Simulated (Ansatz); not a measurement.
## Li on Ta(110): change of the work function: cost of one run

Ansatz 0.2.0; plane-wave DFT, PBE, Ansatz PAW. The cell holds 17 atoms.

input.yaml reads:

```yaml
crystal:
  lattice:
    - [4.6810468914, -3.31, 0.0]
    - [4.6810468914, 3.31, 0.0]
    - [0.0, 0.0, 27.5573286585]
  atoms:
    - { symbol: Ta, position: [0.0, 0.0, 0.3265918882] }
    - { symbol: Ta, position: [0.25, 0.25, 0.4115247739] }
    - { symbol: Ta, position: [0.0, 0.0, 0.4965446861] }
[... 8 atom lines left out ...]
    - { symbol: Ta, position: [0.75, 0.25, 0.5781691423] }
    - { symbol: Ta, position: [0.5, 0.5, 0.3265918882] }
    - { symbol: Ta, position: [0.75, 0.75, 0.4115247739] }
    - { symbol: Ta, position: [0.5, 0.5, 0.4965446861] }
    - { symbol: Ta, position: [0.75, 0.75, 0.5781691423] }
    - { symbol: Li, position: [0.42, 0.42, 0.6734081118] }
kpoints:
  mp_grid: { grid: [6, 6, 1] }
hamiltonian:
  xc: pbe
scf:
  occupations: { method: fermi_dirac, width: 0.1 }
  convergence: { dr2_threshold: 1.0e-08 }
efield:
  axis: 3
  dipole_correction: true
  ramp_position: 0.97
  ramp_width: 0.06
relax:
  f_tol: 0.02
  max_steps: 60
  constraints: [{ sites: [0, 1, 4, 5, 8, 9, 12, 13] }]
output:
  dos: { projected: true, e_range: [-8, 4] }
  write_potential: true
  write_density: true
  volumetric_format: npy
  elf: true
```

Run with:

```sh
$ ansatz run input.yaml --threads 4 --pin off --max-ram 16384MiB --backend cpu --events-out ev --progress --plain --runs-dir out
```

The cutoff in use is 420 eV. For reference, a run of the same kind (4 atoms, 43 k-points, 32 bands and 3,793 plane waves; 27 SCF cycles) took 21 s and 0.57 GiB on the same hardware.

**Question.** How long does this run take on 4 threads of Arm Neoverse V1, shared host, and how much memory does it need?

A cutoff of 420 eV is a sphere of radius 10.5 Å⁻¹, so a cell of 854 Å³ holds about V·G³/6π² = 16,689 plane waves. At two electrons a band, the 211 electrons need 106 bands, and 21 more are carried. Symmetry cuts the 6×6×1 mesh from 36 to 13 points. The run has 13 k-points, 127 bands and 16,725 plane waves. Taking the work of a cycle as k-points × spins × bands × plane waves, that is 5.3 times the reference, or 1.9 min at the reference's 27 cycles. The run needed 65 SCF cycles over 8 ionic steps, which makes it about 4.5 min. One copy of the wavefunctions takes 0.41 GiB at 16 bytes a coefficient, against 0.078 GiB in the reference; grids, projectors and work arrays come on top. Measured: about 6.1 min, with a peak of 3 GiB. The run took longer than the estimate, which leaves out the steps that grow as the square of the band count.

[Logs are printed without paths, hosts, clocks, repeated set-up lines and the standing remarks that a program may print on its own settings, such as how far it seeks lower states.]

[Hosts, paths, dates, database ids (printed as entryN), source tags and the programs' standing remarks are cut or masked in the printed files.]

[Maps of the electrostatic potential energy from Ansatz leave out the sawtooth potential of an applied field or a dipole correction, so their vacuum need not be flat; planar profiles and work functions include it.]
